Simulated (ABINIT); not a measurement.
# SnO2 (Cassiterite): G0W0 with ABINIT, start to end, part 2 of 3

Aim: the G0W0 gap of SnO2 (Cassiterite) on LDA, step by step.

ABINIT 10.8.3; LDA and many-body steps on it, plane waves. Known limits of the many-body steps: not at the basis limit; no spin-orbit coupling; coarse k mesh.

So far. Step 2 (Ground state): The gap is direct, at Γ.

## 3. Bands along the symmetry lines

Level of this step: DFT, LDA, plane waves, norm-conserving pseudopotentials (ABINIT).

The cheap functional maps the bands first; the places of the edges decide which points the dearer methods must see.

Input file run.abi:

```
acell 3*1.0 Angstrom
rprim 
  4.738000000000 0.000000000000 0.000000000000
  0.000000000000 4.738000000000 0.000000000000
  0.000000000000 0.000000000000 3.186500000000
ntypat 2
znucl 50 8
natom 6
typat 1 1 2 2 2 2
xred 
  0.000000000000 0.000000000000 0.000000000000
  0.500000000000 0.500000000000 0.500000000000
  0.307100000000 0.307100000000 0.000000000000
  0.192900000000 0.807100000000 0.500000000000
  0.692900000000 0.692900000000 0.000000000000
  0.807100000000 0.192900000000 0.500000000000
pp_dirpath "pseudos"
pseudos "Sn.upf, O.upf"
ecut 42
iscf -2
irdden 1
kptopt 0
nkpt 75
kpt 
  0.00000000 0.00000000 0.00000000
  0.00000000 0.06250000 0.00000000
  0.00000000 0.12500000 0.00000000
  0.00000000 0.18750000 0.00000000
  0.00000000 0.25000000 0.00000000
  0.00000000 0.31250000 0.00000000
  0.00000000 0.37500000 0.00000000
  0.00000000 0.43750000 0.00000000
  0.00000000 0.50000000 0.00000000
  0.06250000 0.50000000 0.00000000
  0.12500000 0.50000000 0.00000000
  0.18750000 0.50000000 0.00000000
  0.25000000 0.50000000 0.00000000
  0.31250000 0.50000000 0.00000000
  0.37500000 0.50000000 0.00000000
  0.43750000 0.50000000 0.00000000
  0.50000000 0.50000000 0.00000000
  0.43750000 0.43750000 0.00000000
  0.37500000 0.37500000 0.00000000
  0.31250000 0.31250000 0.00000000
  0.25000000 0.25000000 0.00000000
  0.18750000 0.18750000 0.00000000
  0.12500000 0.12500000 0.00000000
  0.06250000 0.06250000 0.00000000
  0.00000000 0.00000000 0.00000000
  0.00000000 0.00000000 0.06250000
  0.00000000 0.00000000 0.12500000
  0.00000000 0.00000000 0.18750000
  0.00000000 0.00000000 0.25000000
  0.00000000 0.00000000 0.31250000
  0.00000000 0.00000000 0.37500000
  0.00000000 0.00000000 0.43750000
  0.00000000 0.00000000 0.50000000
  0.00000000 0.06250000 0.50000000
  0.00000000 0.12500000 0.50000000
  0.00000000 0.18750000 0.50000000
  0.00000000 0.25000000 0.50000000
  0.00000000 0.31250000 0.50000000
  0.00000000 0.37500000 0.50000000
  0.00000000 0.43750000 0.50000000
  0.00000000 0.50000000 0.50000000
  0.06250000 0.50000000 0.50000000
  0.12500000 0.50000000 0.50000000
  0.18750000 0.50000000 0.50000000
  0.25000000 0.50000000 0.50000000
  0.31250000 0.50000000 0.50000000
  0.37500000 0.50000000 0.50000000
  0.43750000 0.50000000 0.50000000
  0.50000000 0.50000000 0.50000000
  0.43750000 0.43750000 0.50000000
  0.37500000 0.37500000 0.50000000
  0.31250000 0.31250000 0.50000000
  0.25000000 0.25000000 0.50000000
  0.18750000 0.18750000 0.50000000
  0.12500000 0.12500000 0.50000000
  0.06250000 0.06250000 0.50000000
  0.00000000 0.00000000 0.50000000
  0.00000000 0.50000000 0.00000000
  0.00000000 0.50000000 0.06250000
  0.00000000 0.50000000 0.12500000
  0.00000000 0.50000000 0.18750000
  0.00000000 0.50000000 0.25000000
  0.00000000 0.50000000 0.31250000
  0.00000000 0.50000000 0.37500000
  0.00000000 0.50000000 0.43750000
  0.00000000 0.50000000 0.50000000
  0.50000000 0.50000000 0.00000000
  0.50000000 0.50000000 0.06250000
  0.50000000 0.50000000 0.12500000
  0.50000000 0.50000000 0.18750000
  0.50000000 0.50000000 0.25000000
  0.50000000 0.50000000 0.31250000
  0.50000000 0.50000000 0.37500000
  0.50000000 0.50000000 0.43750000
  0.50000000 0.50000000 0.50000000
istwfk *1
nband 46
nbdbuf 7
tolwfr 1e-07
nstep 50
prtwf 0
prtvol 0
indata_prefix "in"
outdata_prefix "out"
tmpdata_prefix "tmp"
```

Command:

```console
OMP_NUM_THREADS=1 mpirun -n 8 abinit run.abi > log
```

Numbers of over 12 decimals in the logs are rounded to 6 here.

Log:

```text
.Version 10.8.3 of ABINIT. v10.8.2 released Aug 2026.

 Symmetries : space group P4_2/m n m (#136); Bravais tP (primitive tetrag.)
[... echo of the input left out ...]
== DATASET  1 ==================================================================
-   mpi_nproc: 8, omp_nthreads: 1 (-1 if OMP is not activated)

--- !DatasetInfo
iteration_state: {dtset: 1, }
dimensions: {natom: 6, nkpt: 75, mband: 46, nsppol: 1, nspinor: 1, nspden: 1, mpw: 6320, }
cutoff_energies: {ecut:  42.0, pawecutdg:  -1.0, }
electrons: {nelect:   6.80000000E+01, charge:   0.00000000E+00, occopt:   1.00000000E+00, tsmear:   1.00000000E-02, }

 Real(R)+Recip(G) space primitive vectors, cartesian coordinates (Bohr,Bohr^-1):
 R(1)=  8.9535224  0.0000000  0.0000000  G(1)=  0.1116879  0.0000000  0.0000000
 R(2)=  0.0000000  8.9535224  0.0000000  G(2)=  0.0000000  0.1116879  0.0000000
 R(3)=  0.0000000  0.0000000  6.0216123  G(3)=  0.0000000  0.0000000  0.1660685
 Unit cell volume ucvol=  4.8272594E+02 bohr^3
 Angles (23,13,12)=  9.00000000E+01  9.00000000E+01  9.00000000E+01 degrees

 getcut: wavevector=  0.0000  0.0000  0.0000  ngfft=  54  54  36
         ecut(hartree)=     42.000   => boxcut(ratio)=   2.04927

--- Pseudopotential description ------------------------------------------------
- Sn Generated using ONCVPSP code by D. R. Hamann
- 50.00000  22.00000  180309                  znucl, zion, pspdat
12 -1012 2 -1 1608                            pspcod,pspxc,lmax,lloc,mmax
     nproj     2     2     2
  pspatm : epsatm=   27.51067946
         --- l  ekb(1:nproj) -->
             0    9.730369   -0.593632
             1    3.965824   -0.290188
             2   -2.469055   -0.630375
 pspatm: atomic psp has been read  and splines computed

- O Generated using ONCVPSP code by D. R. Hamann
-  8.00000   6.00000  201201                  znucl, zion, pspdat
12 -1012 2 -1 926                             pspcod,pspxc,lmax,lloc,mmax
     nproj     2     2     1
  pspatm : epsatm=    6.24525921
         --- l  ekb(1:nproj) -->
[...]
2   -1.033686
 pspatm: atomic psp has been read  and splines computed

--------------------------------------------------------------------------------

================================================================================
 prteigrs : about to open file out_EIG
 Non-SCF case, kpt    1 (  0.00000  0.00000  0.00000), residuals and eigenvalues=
  3.01E-08  9.00E-08  2.36E-08  9.04E-08  2.53E-08  2.42E-08  2.05E-08  3.54E-08
  8.09E-08  7.86E-09  2.31E-08  1.31E-08  2.51E-08  3.07E-08  2.89E-08  9.07E-09
  1.11E-08  2.70E-08  2.27E-08  2.81E-08  8.88E-08  4.02E-08  6.16E-08  3.31E-08
[...]
4.98E-08  3.36E-07  1.43E-07  1.38E-07  2.54E-05  6.57E-06
 -4.4485E+00 -4.4485E+00 -2.8300E+00 -2.8300E+00 -2.8285E+00 -2.8285E+00
 -2.8285E+00 -2.8285E+00 -5.3875E-01 -5.1202E-01 -5.0113E-01 -5.0067E-01
[...]
6.8579E-01  6.9039E-01  7.7586E-01  8.4355E-01
[...]
Non-SCF case, kpt   74 (  0.50000  0.50000  0.43750), residuals and eigenvalues=
[...]
Non-SCF case, kpt   75 (  0.50000  0.50000  0.50000), residuals and eigenvalues=
[...]
--- !ResultsGS
iteration_state: {dtset: 1, }
comment   : Summary of ground state results
lattice_vectors:
- [  8.9535224,   0.0000000,   0.0000000, ]
- [  0.0000000,   8.9535224,   0.0000000, ]
- [  0.0000000,   0.0000000,   6.0216123, ]
lattice_lengths: [   8.95352,    8.95352,    6.02161, ]
lattice_angles: [ 90.000,  90.000,  90.000, ] # degrees, (23, 13, 12)
lattice_volume:   4.8272594E+02
convergence: {deltae:  0.000E+00, res2:  0.000E+00, residm:  9.989E-08, diffor:  0.000E+00, }
etotal    :  -5.09143663E+02
entropy   :   0.00000000E+00
fermie    :   2.34361684E-01
cartesian_stress_tensor: null
pressure_GPa: null
xred      :
- [  0.0000E+00,   0.0000E+00,   0.0000E+00, Sn]
- [  5.0000E-01,   5.0000E-01,   5.0000E-01, Sn]
- [  3.0710E-01,   3.0710E-01,   0.0000E+00,  O]
- [  1.9290E-01,   8.0710E-01,   5.0000E-01,  O]
- [  6.9290E-01,   6.9290E-01,   0.0000E+00,  O]
- [  8.0710E-01,   1.9290E-01,   5.0000E-01,  O]
cartesian_forces: null
force_length_stats: {min: null, max: null, mean: null, }

 Integrated electronic density in atomic spheres:
 ------------------------------------------------
 Atom  Sphere_radius  Integrated_density
[...]
================================================================================

 ----iterations are completed or convergence reached----

 Mean square residual over all n,k,spin=   40.233E-09; max=  99.888E-09
 reduced coordinates (array xred) for    6 atoms
[...]
0.692900000000      0.692900000000      0.000000000000
       0.807100000000      0.192900000000      0.500000000000

 cartesian coordinates (angstrom) at end:
[...]
5      3.282960     3.282960     0.000000
    6      3.824040     0.913960     1.593250
 length scales=  1.889726125908  1.889726125908  1.889726125908 bohr
              =  1.000000000000  1.000000000000  1.000000000000 angstroms
 prteigrs : about to open file out_EIG
 Eigenvalues (hartree) for nkpt=  75  k points:
 kpt#   1, nband= 46, wtk=  1.00000, kpt=  0.0000  0.0000  0.0000 (reduced coord)
[...]
kpt#   2, nband= 46, wtk=  1.00000, kpt=  0.0000  0.0625  0.0000 (reduced coord)
[...]
kpt#   3, nband= 46, wtk=  1.00000, kpt=  0.0000  0.1250  0.0000 (reduced coord)
[...]
kpt#  74, nband= 46, wtk=  1.00000, kpt=  0.5000  0.5000  0.4375 (reduced coord)
[...]
0.63542    0.63542    0.70937    0.70937    0.79024    0.79361
 kpt#  75, nband= 46, wtk=  1.00000, kpt=  0.5000  0.5000  0.5000 (reduced coord)
[...]
0.04536    0.04536    0.13847    0.13847    0.14260    0.14260    0.19786    0.19786
   0.20358    0.20358    0.40717    0.40717    0.55158    0.55158    0.63037    0.63037
   0.63686    0.63686    0.71011    0.71011    0.78797    0.79275

== END DATASET(S) ==============================================================
================================================================================

 -outvars: echo values of variables after computation  --------
            nband          46
             nkpt          75
          spgroup         136
 [... the other variables as echoed above ...]

 Calculation completed.
```

The job ended after 48 s (8 MPI ranks of Arm Neoverse V2, shared host; peak memory 0.86 GiB).

This step gave:

```
gap                        : 1.138 eV
k of the valence top       : 0, 0, 0
k of the conduction bottom : 0, 0, 0
least direct gap           : 1.138 eV
```

The gap is 1.138 eV, as in the run before at this level.

The electronic bands at the labelled points (eV, zero at the top of the highest filled band):

| point | band 31 | band 32 | band 33 | band 34 | band 35 | band 36 | band 37 | band 38 |
| --- | --- | --- | --- | --- | --- | --- | --- | --- |
| Γ | -1.28 | -0.79 | -0.79 | 0.00 | 1.14 | 5.88 | 6.13 | 6.13 |
| halfway | -1.26 | -1.24 | -0.75 | -0.29 | 2.43 | 5.48 | 6.38 | 6.54 |
| X | -1.23 | -1.23 | -0.65 | -0.65 | 4.27 | 4.27 | 6.85 | 6.85 |
| halfway | -1.29 | -1.29 | -0.78 | -0.78 | 4.45 | 4.45 | 7.09 | 7.09 |
| M | -1.36 | -1.36 | -0.91 | -0.91 | 4.63 | 4.63 | 7.31 | 7.31 |
| halfway | -1.32 | -1.23 | -0.84 | -0.49 | 3.19 | 5.21 | 6.72 | 6.86 |
| Γ | -1.28 | -0.79 | -0.79 | 0.00 | 1.14 | 5.88 | 6.13 | 6.13 |
| halfway | -2.58 | -0.86 | -0.86 | -0.51 | 3.69 | 6.69 | 8.21 | 8.21 |
| Z | -1.69 | -1.69 | -1.28 | -1.28 | 6.00 | 6.00 | 9.53 | 9.53 |
| halfway | -1.45 | -1.45 | -1.15 | -1.15 | 6.10 | 6.10 | 8.61 | 8.61 |
| R | -1.11 | -1.11 | -0.74 | -0.74 | 6.26 | 6.26 | 7.87 | 7.87 |
| halfway | -1.05 | -1.05 | -0.99 | -0.99 | 5.30 | 5.30 | 8.48 | 8.48 |
| A | -0.99 | -0.99 | -0.84 | -0.84 | 4.70 | 4.70 | 8.63 | 8.63 |
| halfway | -1.30 | -1.27 | -1.05 | -1.04 | 5.48 | 6.00 | 7.82 | 9.67 |
| Z | -1.69 | -1.69 | -1.28 | -1.28 | 6.00 | 6.00 | 9.53 | 9.53 |
| jump to X | -1.23 | -1.23 | -0.65 | -0.65 | 4.27 | 4.27 | 6.85 | 6.85 |
| halfway | -1.33 | -1.33 | -0.84 | -0.84 | 5.39 | 5.39 | 8.53 | 8.53 |
| R | -1.11 | -1.11 | -0.74 | -0.74 | 6.26 | 6.26 | 7.87 | 7.87 |
| jump to M | -1.36 | -1.36 | -0.91 | -0.91 | 4.63 | 4.63 | 7.31 | 7.31 |
| halfway | -0.89 | -0.89 | -0.87 | -0.87 | 4.96 | 4.96 | 8.59 | 8.59 |
| A | -0.99 | -0.99 | -0.84 | -0.84 | 4.70 | 4.70 | 8.63 | 8.63 |

## 4. Empty states on the mesh, 2×2×4 mesh, 144 bands

The sums over transitions need many empty states on a uniform mesh; this step solves for them.

Input file run.abi:

```
acell 3*1.0 Angstrom
rprim 
  4.738000000000 0.000000000000 0.000000000000
  0.000000000000 4.738000000000 0.000000000000
  0.000000000000 0.000000000000 3.186500000000
ntypat 2
znucl 50 8
natom 6
typat 1 1 2 2 2 2
xred 
  0.000000000000 0.000000000000 0.000000000000
  0.500000000000 0.500000000000 0.500000000000
  0.307100000000 0.307100000000 0.000000000000
  0.192900000000 0.807100000000 0.500000000000
  0.692900000000 0.692900000000 0.000000000000
  0.807100000000 0.192900000000 0.500000000000
pp_dirpath "pseudos"
pseudos "Sn.upf, O.upf"
ecut 42
ngkpt 2 2 4
nshiftk 1
shiftk 0 0 0
kptopt 1
chksymbreak 0
iscf -2
irdden 1
istwfk *1
nband 144
nbdbuf 12
tolwfr 1e-09
nstep 60
prtvol 0
indata_prefix "in"
outdata_prefix "out"
tmpdata_prefix "tmp"
```

Log:

```text
.Version 10.8.3 of ABINIT. v10.8.2 released Aug 2026.

 Symmetries : space group P4_2/m n m (#136); Bravais tP (primitive tetrag.)
[... echo of the input left out ...]
== DATASET  1 ==================================================================
-   mpi_nproc: 8, omp_nthreads: 1 (-1 if OMP is not activated)
-    --> not optimal distribution: autoparal keyword recommended in input file <--

--- !DatasetInfo
iteration_state: {dtset: 1, }
dimensions: {natom: 6, nkpt: 9, mband: 144, nsppol: 1, nspinor: 1, nspden: 1, mpw: 6312, }
cutoff_energies: {ecut:  42.0, pawecutdg:  -1.0, }
electrons: {nelect:   6.80000000E+01, charge:   0.00000000E+00, occopt:   1.00000000E+00, tsmear:   1.00000000E-02, }

 Real(R)+Recip(G) space primitive vectors, cartesian coordinates (Bohr,Bohr^-1):
 R(1)=  8.9535224  0.0000000  0.0000000  G(1)=  0.1116879  0.0000000  0.0000000
 R(2)=  0.0000000  8.9535224  0.0000000  G(2)=  0.0000000  0.1116879  0.0000000
 R(3)=  0.0000000  0.0000000  6.0216123  G(3)=  0.0000000  0.0000000  0.1660685
 Unit cell volume ucvol=  4.8272594E+02 bohr^3
 Angles (23,13,12)=  9.00000000E+01  9.00000000E+01  9.00000000E+01 degrees

 getcut: wavevector=  0.0000  0.0000  0.0000  ngfft=  54  54  36
         ecut(hartree)=     42.000   => boxcut(ratio)=   2.04927

--- Pseudopotential description ------------------------------------------------
- Sn Generated using ONCVPSP code by D. R. Hamann
- 50.00000  22.00000  180309                  znucl, zion, pspdat
12 -1012 2 -1 1608                            pspcod,pspxc,lmax,lloc,mmax
     nproj     2     2     2
  pspatm : epsatm=   27.51067946
         --- l  ekb(1:nproj) -->
             0    9.730369   -0.593632
             1    3.965824   -0.290188
             2   -2.469055   -0.630375
 pspatm: atomic psp has been read  and splines computed

- O Generated using ONCVPSP code by D. R. Hamann
-  8.00000   6.00000  201201                  znucl, zion, pspdat
12 -1012 2 -1 926                             pspcod,pspxc,lmax,lloc,mmax
     nproj     2     2     1
  pspatm : epsatm=    6.24525921
         --- l  ekb(1:nproj) -->
[...]
2   -1.033686
 pspatm: atomic psp has been read  and splines computed

--------------------------------------------------------------------------------

================================================================================
 prteigrs : about to open file out_EIG
 Non-SCF case, kpt    1 (  0.00000  0.00000  0.00000), residuals and eigenvalues=
  5.67E-10  4.90E-10  5.41E-10  7.02E-10  8.71E-10  6.93E-10  4.96E-10  9.71E-10
  1.08E-10  1.21E-10  9.40E-10  8.22E-11  9.54E-11  1.55E-10  2.73E-10  9.58E-10
  1.32E-10  8.84E-10  7.41E-11  2.26E-10  4.35E-10  1.80E-10  1.65E-10  1.19E-10
[...]
-4.4485E+00 -4.4485E+00 -2.8300E+00 -2.8300E+00 -2.8285E+00 -2.8285E+00
 -2.8285E+00 -2.8285E+00 -5.3875E-01 -5.1202E-01 -5.0113E-01 -5.0067E-01
 -5.0067E-01 -4.9679E-01 -4.9538E-01 -4.9200E-01 -4.9130E-01 -4.9130E-01
[...]
2.6253E+00  2.6279E+00  2.6295E+00  2.6542E+00  2.6542E+00  2.6703E+00
  2.6703E+00  2.6917E+00  2.7345E+00  2.7348E+00  2.7576E+00  2.7676E+00
 prteigrs : prtvol=0 or 1, do not print more k-points.

--- !ResultsGS
iteration_state: {dtset: 1, }
comment   : Summary of ground state results
lattice_vectors:
- [  8.9535224,   0.0000000,   0.0000000, ]
- [  0.0000000,   8.9535224,   0.0000000, ]
- [  0.0000000,   0.0000000,   6.0216123, ]
lattice_lengths: [   8.95352,    8.95352,    6.02161, ]
lattice_angles: [ 90.000,  90.000,  90.000, ] # degrees, (23, 13, 12)
lattice_volume:   4.8272594E+02
convergence: {deltae:  0.000E+00, res2:  0.000E+00, residm:  9.994E-10, diffor:  0.000E+00, }
etotal    :  -5.09143663E+02
entropy   :   0.00000000E+00
fermie    :   2.34361684E-01
cartesian_stress_tensor: null
pressure_GPa: null
xred      :
- [  0.0000E+00,   0.0000E+00,   0.0000E+00, Sn]
- [  5.0000E-01,   5.0000E-01,   5.0000E-01, Sn]
- [  3.0710E-01,   3.0710E-01,   0.0000E+00,  O]
- [  1.9290E-01,   8.0710E-01,   5.0000E-01,  O]
- [  6.9290E-01,   6.9290E-01,   0.0000E+00,  O]
- [  8.0710E-01,   1.9290E-01,   5.0000E-01,  O]
cartesian_forces: null
force_length_stats: {min: null, max: null, mean: null, }

 Integrated electronic density in atomic spheres:
 ------------------------------------------------
 Atom  Sphere_radius  Integrated_density
[...]
================================================================================

 ----iterations are completed or convergence reached----

 Mean square residual over all n,k,spin=   42.775E-11; max=  99.943E-11
 reduced coordinates (array xred) for    6 atoms
[...]
0.692900000000      0.692900000000      0.000000000000
       0.807100000000      0.192900000000      0.500000000000

 cartesian coordinates (angstrom) at end:
    1      0.000000     0.000000     0.000000
    2      2.369000     2.369000     1.593250
    3      1.455040     1.455040     0.000000
    4      0.913960     3.824040     1.593250
    5      3.282960     3.282960     0.000000
    6      3.824040     0.913960     1.593250
 length scales=  1.889726125908  1.889726125908  1.889726125908 bohr
              =  1.000000000000  1.000000000000  1.000000000000 angstroms
 prteigrs : about to open file out_EIG
 Eigenvalues (hartree) for nkpt=   9  k points:
 kpt#   1, nband=144, wtk=  0.06250, kpt=  0.0000  0.0000  0.0000 (reduced coord)
[...]
2.57301    2.58586    2.60882    2.60882    2.62526    2.62793    2.62945    2.65422
   2.65422    2.67027    2.67027    2.69175    2.73454    2.73483    2.75764    2.76757
 prteigrs : prtvol=0 or 1, do not print more k-points.

== END DATASET(S) ==============================================================
================================================================================

 -outvars: echo values of variables after computation  --------
            nband         144
             nkpt           9
          spgroup         136
 [... the other variables as echoed above ...]

 Calculation completed.
```

Wall time 60 s (8 MPI ranks); peak memory 0.69 GiB; 8 min of CPU time.

This step gave:

```
gap                                                           : 1.138 eV
k of the valence top                                          : 0, 0, 0
k of the conduction bottom                                    : 0, 0, 0
least direct gap                                              : 1.138 eV
k points computed                                             : 9
lowest point of the top converged band, above the valence top : 61.2232 eV
```

On this mesh the gap is 1.138 eV.

(Part 2 of 3 ends here.)

[Paths, hosts, dates, memory and timing lines, banners, echoed tables and standing remarks are left out of the program output.]

[Logs are printed without paths, hosts, clocks, repeated set-up lines and the standing remarks that a program may print on its own settings, such as how far it seeks lower states.]

[Runs of the session that timed out or met a known fault of the program may be left out.]

[Hosts, paths, dates, database ids (printed as entryN), source tags and the programs' standing remarks are cut or masked in the printed files.]

[G0W0 gaps are taken among the corrected bands and points alone; a level outside them can change the order at an edge.]

[Where Ansatz stands beside ABINIT at settings called matched, ABINIT's density can come from a denser mesh and the files from another edition; pairs whose starting gaps differed by over 0.03 eV were left out, so agreement reads better than it is.]
